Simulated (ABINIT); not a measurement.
## Tellurium (P3_121, 3 atoms a cell): G0W0 in ABINIT against the plane-wave cutoff

How does the gap of Tellurium (P3_121, 3 atoms a cell) converge in the plane-wave cutoff?

Calculated with ABINIT 10.8.3; PBE and many-body steps on it, plane waves.

The database entry behind the starting cell differs from later determinations by our own check (inner coordinate of an old entry), so it need not match the best structure at ambient conditions.

### Step 1. Set-up

It takes space group P3_121 (No. 152, trigonal). The conventional cell has a = 4.454 Å, b = 4.454 Å, c = 5.924 Å, α = 90.00°, β = 90.00°, γ = 120.00°. Nearest to Te lie 2 Te at 2.86 Å.

Coordinates:

```cif
data_structure
_symmetry_space_group_name_H-M 'P 1'
_symmetry_Int_Tables_number 1
_cell_length_a 4.4540
_cell_length_b 4.4540
_cell_length_c 5.9240
_cell_angle_alpha 90.000
_cell_angle_beta 90.000
_cell_angle_gamma 120.000
_cell_volume 101.78
loop_
_atom_site_label
_atom_site_type_symbol
_atom_site_fract_x
_atom_site_fract_y
_atom_site_fract_z
_atom_site_occupancy
Te1 Te 0.26900 0.00000 0.33333 1
Te2 Te 0.00000 0.26900 0.66667 1
Te3 Te 0.73100 0.73100 0.00000 1
```

The cell and positions come from the Crystallography Open Database and are kept as given unless a step says otherwise. Spin-orbit coupling is left out unless a step names it.

### Step 2. Empty states on the mesh, 3×3×2 mesh, 359 bands

This step: ABINIT 10.8.3; DFT, PBE, plane waves, norm-conserving pseudopotentials.

The sums over transitions need many empty states on a uniform mesh; this step solves for them.

The input, run.abi:

```
acell 3*1.0 Angstrom
rprim 
  4.454000000025 -0.000000000006 0.000000000000
  -2.227000000008 3.857277148481 0.000000000000
  0.000000000000 0.000000000000 5.924000000000
ntypat 1
znucl 52
natom 3
typat 1 1 1
xred 
  0.269000000000 0.000000000000 0.333333333333
  0.000000000000 0.269000000000 0.666666666667
  0.731000000000 0.731000000000 -0.000000000000
pp_dirpath "pseudos"
pseudos "Te.upf"
ecut 34
ngkpt 3 3 2
nshiftk 1
shiftk 0 0 0
kptopt 1
chksymbreak 0
iscf -2
irdden 1
istwfk *1
nband 359
nbdbuf 32
tolwfr 1e-09
nstep 60
prtvol 0
indata_prefix "in"
outdata_prefix "out"
tmpdata_prefix "tmp"
```

Started as:

```console
$ OMP_NUM_THREADS=1 mpirun -n 4 abinit run.abi > log
```

Numbers of over 12 decimals in the logs are rounded to 6 here.

What it wrote:

```text
.Version 10.8.3 of ABINIT. v10.8.2 released Aug 2026.

 Symmetries : space group P3_1 2 1 (#152); Bravais hP (primitive hexag.)
[... echo of the input left out ...]
== DATASET  1 ==================================================================
-   mpi_nproc: 4, omp_nthreads: 1 (-1 if OMP is not activated)

--- !DatasetInfo
iteration_state: {dtset: 1, }
dimensions: {natom: 3, nkpt: 6, mband: 359, nsppol: 1, nspinor: 1, nspden: 1, mpw: 6557, }
cutoff_energies: {ecut:  34.0, pawecutdg:  -1.0, }
[...]
4.38957    4.40036    4.43849    4.43849    4.45032    4.49436    4.50441    4.50441
   4.52743    4.53092    4.53094    4.53289    4.56879    4.57088    4.57096    4.58020
   4.58062    4.60121    4.60848    4.61560    4.61751    4.62082    4.62573
 prteigrs : prtvol=0 or 1, do not print more k-points.

== END DATASET(S) ==============================================================
================================================================================

 -outvars: echo values of variables after computation  --------
            nband         359
             nkpt           6
          spgroup         152
 [... the other variables as echoed above ...]

 Calculation completed.
```

Elapsed: 4.4 min, on 4 MPI ranks of Arm Neoverse V1, shared host; peak memory 0.53 GiB.

This step gave:

```
gap                                                           : 0.1739 eV
k of the valence top                                          : 0.3333, 0.3333, 0.5
k of the conduction bottom                                    : 0.3333, 0.3333, 0.5
least direct gap                                              : 0.1739 eV
k points computed                                             : 6
lowest point of the top converged band, above the valence top : 110.1637 eV
```

On this mesh the gap is 0.174 eV.

The density comes from a self-consistent run that is not shown.

### Step 3. Empty states on the mesh, 3×3×2 mesh, 108 bands

Edit run.abi of step 2 so:

```diff
@@ -15,3 +15,3 @@
 pseudos "Te.upf"
-ecut 34
+ecut 20
 ngkpt 3 3 2
@@ -21,10 +21,10 @@
 chksymbreak 0
-iscf -2
 irdden 1
 istwfk *1
-nband 359
-nbdbuf 32
-tolwfr 1e-09
-nstep 60
+nband 108
 prtvol 0
+optdriver 6
+gwr_task "HDIAGO"
+paral_kgb 0
+occopt 1
 indata_prefix "in"
```

What it wrote:

```text
[banner, memory and clock lines left out]
.Version 10.8.3 of ABINIT. v10.8.2 released Aug 2026.

 Symmetries : space group P3_1 2 1 (#152); Bravais hP (primitive hexag.)
[... echo of the input left out ...]
== DATASET  1 ==================================================================
-   mpi_nproc: 4, omp_nthreads: 1 (-1 if OMP is not activated)

--- !DatasetInfo
iteration_state: {dtset: 1, }
dimensions: {natom: 3, nkpt: 6, mband: 108, nsppol: 1, nspinor: 1, nspden: 1, mpw: 2957, }
cutoff_energies: {ecut:  20.0, pawecutdg:  -1.0, }
[...]
Integrated=    4.8000E+01

 === KS gaps after direct diagonalization ===
 Direct band gap semiconductor
 Fundamental gap:     0.170 (eV)
   VBM:     4.694 (eV) at k: [ 3.3333E-01,  3.3333E-01,  5.0000E-01]
   CBM:     4.864 (eV) at k: [ 3.3333E-01,  3.3333E-01,  5.0000E-01]
 Direct gap:         0.170 (eV) at k: [ 3.3333E-01,  3.3333E-01,  5.0000E-01]

== END DATASET(S) ==============================================================

 -outvars: echo values of variables after computation  --------
           etotal      0.0000000000E+00
            nband         108
             nkpt           6
          spgroup         152
 [... the other variables as echoed above ...]

 Calculation completed.
```

Wall time 41 s (4 MPI ranks); peak memory 2.1 GiB; 2.8 min of CPU time.

Numbers from this step:

| Item | Value |
| --- | --- |
| gap | 0.1700 eV |
| k of the valence top | 0.3333, 0.3333, 0.5 |
| k of the conduction bottom | 0.3333, 0.3333, 0.5 |
| least direct gap | 0.1700 eV |
| k points computed | 6 |
| lowest point of the top converged band, above the valence top | 39.75 eV |

On this mesh the gap is 0.170 eV.

### Step 4. Empty states on the mesh, 3×3×2 mesh, 110 bands

Edit run.abi of step 3 so:

```diff
@@ -15,3 +15,3 @@
 pseudos "Te.upf"
-ecut 20
+ecut 27
 ngkpt 3 3 2
@@ -21,10 +21,10 @@
 chksymbreak 0
+iscf -2
 irdden 1
 istwfk *1
-nband 108
+nband 110
+nbdbuf 10
+tolwfr 1e-09
+nstep 60
 prtvol 0
-optdriver 6
-gwr_task "HDIAGO"
-paral_kgb 0
-occopt 1
 indata_prefix "in"
```

What it wrote:

```text
.Version 10.8.3 of ABINIT. v10.8.2 released Aug 2026.

 Symmetries : space group P3_1 2 1 (#152); Bravais hP (primitive hexag.)
[... echo of the input left out ...]
== DATASET  1 ==================================================================
-   mpi_nproc: 4, omp_nthreads: 1 (-1 if OMP is not activated)

--- !DatasetInfo
iteration_state: {dtset: 1, }
dimensions: {natom: 3, nkpt: 6, mband: 110, nsppol: 1, nspinor: 1, nspden: 1, mpw: 4620, }
cutoff_energies: {ecut:  27.0, pawecutdg:  -1.0, }
[...]
1.50099    1.50099    1.50321    1.51221    1.51221    1.53032    1.53846    1.56878
   1.56878    1.60030    1.60030    1.62071    1.62982    1.62982    1.63467    1.66576
   1.67470    1.67470    1.72305    1.72345    1.73359    1.73724
 prteigrs : prtvol=0 or 1, do not print more k-points.

== END DATASET(S) ==============================================================
================================================================================

 -outvars: echo values of variables after computation  --------
            nband         110
             nkpt           6
          spgroup         152
 [... the other variables as echoed above ...]

 Calculation completed.
```

Elapsed: 28 s, on 4 MPI ranks; peak memory 0.31 GiB.

Numbers from this step:

```
gap                                                           : 0.1736 eV
k of the valence top                                          : 0.3333, 0.3333, 0.5
k of the conduction bottom                                    : 0.3333, 0.3333, 0.5
least direct gap                                              : 0.1736 eV
k points computed                                             : 6
lowest point of the top converged band, above the valence top : 39.42 eV
```

On this mesh the gap is 0.174 eV.

### Step 5. Empty states on the mesh, 3×3×2 mesh, 110 bands

Edit run.abi of step 4 so:

```diff
@@ -15,3 +15,3 @@
 pseudos "Te.upf"
-ecut 27
+ecut 42
 ngkpt 3 3 2
```

What it wrote:

```text
.Version 10.8.3 of ABINIT. v10.8.2 released Aug 2026.

 Symmetries : space group P3_1 2 1 (#152); Bravais hP (primitive hexag.)
[... echo of the input left out ...]
== DATASET  1 ==================================================================
-   mpi_nproc: 4, omp_nthreads: 1 (-1 if OMP is not activated)

--- !DatasetInfo
iteration_state: {dtset: 1, }
dimensions: {natom: 3, nkpt: 6, mband: 110, nsppol: 1, nspinor: 1, nspden: 1, mpw: 8985, }
cutoff_energies: {ecut:  42.0, pawecutdg:  -1.0, }
[...]
1.50017    1.50017    1.50300    1.51149    1.51149    1.52949    1.53733    1.56783
   1.56783    1.59995    1.59995    1.61949    1.62887    1.62887    1.63407    1.66540
   1.67432    1.67432    1.72199    1.72246    1.73404    1.73708
 prteigrs : prtvol=0 or 1, do not print more k-points.

== END DATASET(S) ==============================================================
================================================================================

 -outvars: echo values of variables after computation  --------
            nband         110
             nkpt           6
          spgroup         152
 [... the other variables as echoed above ...]

 Calculation completed.
```

Run time: 56 s. Hardware: 4 MPI ranks; peak memory 0.41 GiB; 3.7 min of CPU time.

Numbers from this step:

| Item | Value |
| --- | --- |
| gap | 0.1739 eV |
| k of the valence top | 0.3333, 0.3333, 0.5 |
| k of the conduction bottom | 0.3333, 0.3333, 0.5 |
| least direct gap | 0.1739 eV |
| k points computed | 6 |
| lowest point of the top converged band, above the valence top | 39.39 eV |

On this mesh the gap is 0.174 eV.

### Step 6. Screening, 3×3×2 mesh, 100 bands, screening to 130.6 eV

The RPA dielectric matrix is built and inverted for each q.

This step: RPA screening on PBE, plane waves, norm-conserving pseudopotentials.

Edit run.abi of step 5 so:

```diff
@@ -15,3 +15,3 @@
 pseudos "Te.upf"
-ecut 42
+ecut 20
 ngkpt 3 3 2
@@ -21,10 +21,11 @@
 chksymbreak 0
-iscf -2
-irdden 1
 istwfk *1
-nband 110
-nbdbuf 10
-tolwfr 1e-09
-nstep 60
-prtvol 0
+occopt 1
+irdwfk 1
+optdriver 3
+nband 100
+ecuteps 4.8
+inclvkb 2
+awtr 1
+symchi 1
 indata_prefix "in"
```

What it wrote:

```text
.Version 10.8.3 of ABINIT. v10.8.2 released Aug 2026.

 Symmetries : space group P3_1 2 1 (#152); Bravais hP (primitive hexag.)
[... echo of the input left out ...]
== DATASET  1 ==================================================================
-   mpi_nproc: 4, omp_nthreads: 1 (-1 if OMP is not activated)

--- !DatasetInfo
iteration_state: {dtset: 1, }
dimensions: {natom: 3, nkpt: 6, mband: 100, nsppol: 1, nspinor: 1, nspden: 1, mpw: 2957, }
cutoff_energies: {ecut:  20.0, pawecutdg:  -1.0, }
electrons: {nelect:   4.80000000E+01, charge:   0.00000000E+00, occopt:   1.00000000E+00, tsmear:   1.00000000E-02, }

 SCREENING: Calculation of the susceptibility and dielectric matrices

 Based on a program developped by R.W. Godby, V. Olevano, G. Onida, and L. Reining.
 Incorporated in ABINIT by V. Olevano, G.-M. Rignanese, and M. Torrent.
.Using double precision arithmetic ; gwpc =  8

[... cell and pseudopotentials left out ...]
--------------------------------------------------------------------------------

 ==== K-mesh for the wavefunctions ====
 Number of points in the irreducible wedge :     6
[... list of points left out ...]
 Together with  6 symmetry operations and time-reversal symmetry
 yields    18 points in the full Brillouin Zone.

 ==== Q-mesh for the screening function ====
 Number of points in the irreducible wedge :     6
[... list of points left out ...]
 Together with  6 symmetry operations and time-reversal symmetry
 yields    18 points in the full Brillouin Zone.

 setmesh: FFT mesh size selected  =    24x   24x   36
          total number of points  =        20736

 vcoul_init : cutoff-mode = AUXILIARY_FUNCTION
 q-points for optical limit:   1
     1)      0.000010    0.000020    0.000030

- screening: taking advantage of time-reversal symmetry
- Maximum band index for partially occupied states nbvw = 24
- Remaining bands to be divided among processors   nbcw = 76
- Number of bands treated by each node ~19

 Number of electrons calculated from density =   48.0000; Expected =   48.0000
 average of density, n =  0.069887
 r_s =    1.5060
 omega_plasma =   25.5009 [eV]

 calculating chi0 at frequencies [eV] :
  1    0.000000E+00    0.000000E+00
  2    0.000000E+00    2.550086E+01

--------------------------------------------------------------------------------
  q-point number  1        q = ( 0.000000, 0.000000, 0.000000) [r.l.u.]
--------------------------------------------------------------------------------
[... chi0 elements left out ...]
 For q-point:  0.000010 0.000020 0.000030
  dielectric constant =   1.73602E+03
  dielectric constant without local fields =   2.22432E+03

  Average fulfillment of the sum rule on Im[epsilon] for q-point    1 :     55.54  [%]
[... wings left out ...]
  q-point number  2        q = ( 0.333333, 0.000000, 0.000000) [r.l.u.]
--------------------------------------------------------------------------------
[... chi0 elements left out ...]
  Average fulfillment of the sum rule on Im[epsilon] for q-point    2 :     63.81  [%]

 [... 4 further q-points ...]
```

Wall time 21 s (4 MPI ranks); peak memory 0.66 GiB.

This step gave:

```yaml
eps_infinity_with_local_fields_on_this_mesh_along_the_program_s_q_direction: 1736
the_same_without_local_fields: 2224
plasma_frequency: 25.50 eV
plane_waves_in_the_screening_matrix: 329
```

Local fields lower ε∞ by 22 %. The value itself is an artefact of the mesh, where one narrow direct gap carries too much weight.

### Step 7. 20 Ha

This step: G0W0 on PBE, plane waves, norm-conserving pseudopotentials.

Edit run.abi of step 6 so:

```diff
@@ -24,8 +24,17 @@
 irdwfk 1
-optdriver 3
+optdriver 4
 nband 100
+gwcalctyp 0
+ecutsigx 20
+symsigma 1
+nkptgw 2
+kptgw 
+  0.3333333333 0.3333333333 0.5000000000
+  0.0000000000 0.0000000000 0.0000000000
+bdgw 
+  23 27
+  22 26
 ecuteps 4.8
-inclvkb 2
-awtr 1
-symchi 1
+irdscr 1
+ppmodel 1
 indata_prefix "in"
```

What it wrote:

```text
.Version 10.8.3 of ABINIT. v10.8.2 released Aug 2026.

 Symmetries : space group P3_1 2 1 (#152); Bravais hP (primitive hexag.)
[... echo of the input left out ...]
== DATASET  1 ==================================================================
-   mpi_nproc: 4, omp_nthreads: 1 (-1 if OMP is not activated)

--- !DatasetInfo
iteration_state: {dtset: 1, }
dimensions: {natom: 3, nkpt: 6, mband: 100, nsppol: 1, nspinor: 1, nspden: 1, mpw: 2957, }
cutoff_energies: {ecut:  20.0, pawecutdg:  -1.0, }
electrons: {nelect:   4.80000000E+01, charge:   0.00000000E+00, occopt:   1.00000000E+00, tsmear:   1.00000000E-02, }

 SIGMA: Calculation of the GW corrections

 Based on a program developped by R.W. Godby, V. Olevano, G. Onida, and L. Reining.
 Incorporated in ABINIT by V. Olevano, G.-M. Rignanese, and M. Torrent.
.Using double precision arithmetic ; gwpc =  8

[... cell and pseudopotentials left out ...]
--------------------------------------------------------------------------------

 ==== K-mesh for the wavefunctions ====
 Number of points in the irreducible wedge :     6
[... list of points left out ...]
 Together with  6 symmetry operations and time-reversal symmetry
 yields    18 points in the full Brillouin Zone.

 ==== Q-mesh for screening function ====
 Number of points in the irreducible wedge :     6
[... list of points left out ...]
 Together with  6 symmetry operations and time-reversal symmetry
 yields    18 points in the full Brillouin Zone.

 vcoul_init : cutoff-mode = AUXILIARY_FUNCTION
 q-points for optical limit:   1
     1)      0.000010    0.000020    0.000030
 setmesh: FFT mesh size selected  =    30x   30x   45
          total number of points  =        40500

 Number of electrons calculated from density =   48.0000; Expected =   48.0000
 average of density, n =  0.069887
 r_s =    1.5060
 omega_plasma =   25.5009 [eV]

 === KS Band Gaps ===
  >>>> For spin  1
   Minimum direct gap =   0.1700 [eV], located at k-point      :   0.3333  0.3333  0.5000
   Fundamental gap    =   0.1700 [eV], Top of valence bands at :   0.3333  0.3333  0.5000
                                       Bottom of conduction at :   0.3333  0.3333  0.5000
 SIGMA fundamental parameters:
 PLASMON POLE MODEL  1
 number of plane-waves for SigmaX                 2957
 number of plane-waves for SigmaC and W            329
 number of plane-waves for wavefunctions          2957
 number of bands                                   100
 number of independent spin polarizations            1
 number of spinorial components                      1
 number of k-points in IBZ                           6
 number of q-points in IBZ                           6
 number of symmetry operations                       6
 number of k-points in BZ                           18
 number of q-points in BZ                           18
 number of frequencies for dSigma/dE                 9
 frequency step for dSigma/dE [eV]                0.25
 number of omega for Sigma on real axis              0
 max omega for Sigma on real axis  [eV]           0.00
 zcut for avoiding poles [eV]                     0.10

 EPSILON^-1 parameters (SCR file):
 dimension of the eps^-1 matrix on file            329
 dimension of the eps^-1 matrix used               329
 number of plane-waves for wavefunctions          2957
 number of bands                                   100
 number of q-points in IBZ                           6
 number of frequencies                               2
 number of real frequencies                          1
 number of imag frequencies                          1

 matrix elements of self-energy operator (all in [eV])

 Perturbative Calculation

--- !SelfEnergy_ee
iteration_state: {dtset: 1, }
kpoint     : [   0.333,    0.333,    0.500, ]
spin       : 1
KS_gap     :    0.170
QP_gap     :    0.478
Delta_QP_KS:    0.308
data: !SigmaeeData |
     Band     E0 <VxcDFT>   SigX SigC(E0)      Z dSigC/dE  Sig(E)    E-E0       E
       23   4.694 -12.440 -14.585   1.546   0.785  -0.274 -12.910  -0.470   4.224
       24   4.694 -12.440 -14.585   1.546   0.785  -0.274 -12.910  -0.470   4.224
       25   4.864 -11.935  -9.433  -2.707   0.788  -0.270 -12.096  -0.161   4.703
       26   6.040 -11.924  -9.232  -2.908   0.787  -0.271 -12.093  -0.169   5.871
       27   6.040 -11.924  -9.232  -2.908   0.787  -0.271 -12.093  -0.169   5.871

--- !SelfEnergy_ee
iteration_state: {dtset: 1, }
kpoint     : [   0.000,    0.000,    0.000, ]
spin       : 1
KS_gap     :    1.842
QP_gap     :    2.150
Delta_QP_KS:    0.308
data: !SigmaeeData |
     Band     E0 <VxcDFT>   SigX SigC(E0)      Z dSigC/dE  Sig(E)    E-E0       E
       22   3.039 -11.526 -14.385   2.233   0.776  -0.289 -12.012  -0.486   2.553
       23   3.039 -11.526 -14.385   2.233   0.776  -0.289 -12.012  -0.486   2.553
       24   3.865 -11.771 -14.574   2.118   0.779  -0.284 -12.305  -0.534   3.332
       25   5.707 -12.194  -9.725  -2.756   0.783  -0.278 -12.419  -0.225   5.482
       26   5.707 -12.194  -9.725  -2.756   0.783  -0.278 -12.419  -0.225   5.482

== END DATASET(S) ==============================================================
================================================================================

 -outvars: echo values of variables after computation  --------
           etotal      0.0000000000E+00
            nband         100
             nkpt           6
          spgroup         152
 [... the other variables as echoed above ...]

 Calculation completed.
```

Run time: 11 s. Hardware: 4 MPI ranks; peak memory 0.64 GiB.

Numbers from this step:

| Property | Result |
| --- | --- |
| G0W0 gap on the points computed | 0.4790 eV |
| starting gap on the mesh | 0.1700 eV |
| k of the valence top | 0.3333, 0.3333, 0.5 |
| k of the conduction bottom | 0.3333, 0.3333, 0.5 |
| Z at the valence top | 0.785 |
| Z at the conduction bottom | 0.788 |
| least direct G0W0 gap on the computed points | 0.4790 eV |

(Continued in part 2 of 2.)

[Paths, hosts, dates, memory and timing lines, banners, echoed tables and standing remarks are left out of the program output.]

[Logs are printed without paths, hosts, clocks, repeated set-up lines and the standing remarks that a program may print on its own settings, such as how far it seeks lower states.]

[Runs of the session that timed out or met a known fault of the program may be left out.]

[Hosts, paths, dates, database ids (printed as entryN), source tags and the programs' standing remarks are cut or masked in the printed files.]

[G0W0 gaps are taken among the corrected bands and points alone; a level outside them can change the order at an edge.]

[Where Ansatz stands beside ABINIT at settings called matched, ABINIT's density can come from a denser mesh and the files from another edition; pairs whose starting gaps differed by over 0.03 eV were left out, so agreement reads better than it is.]
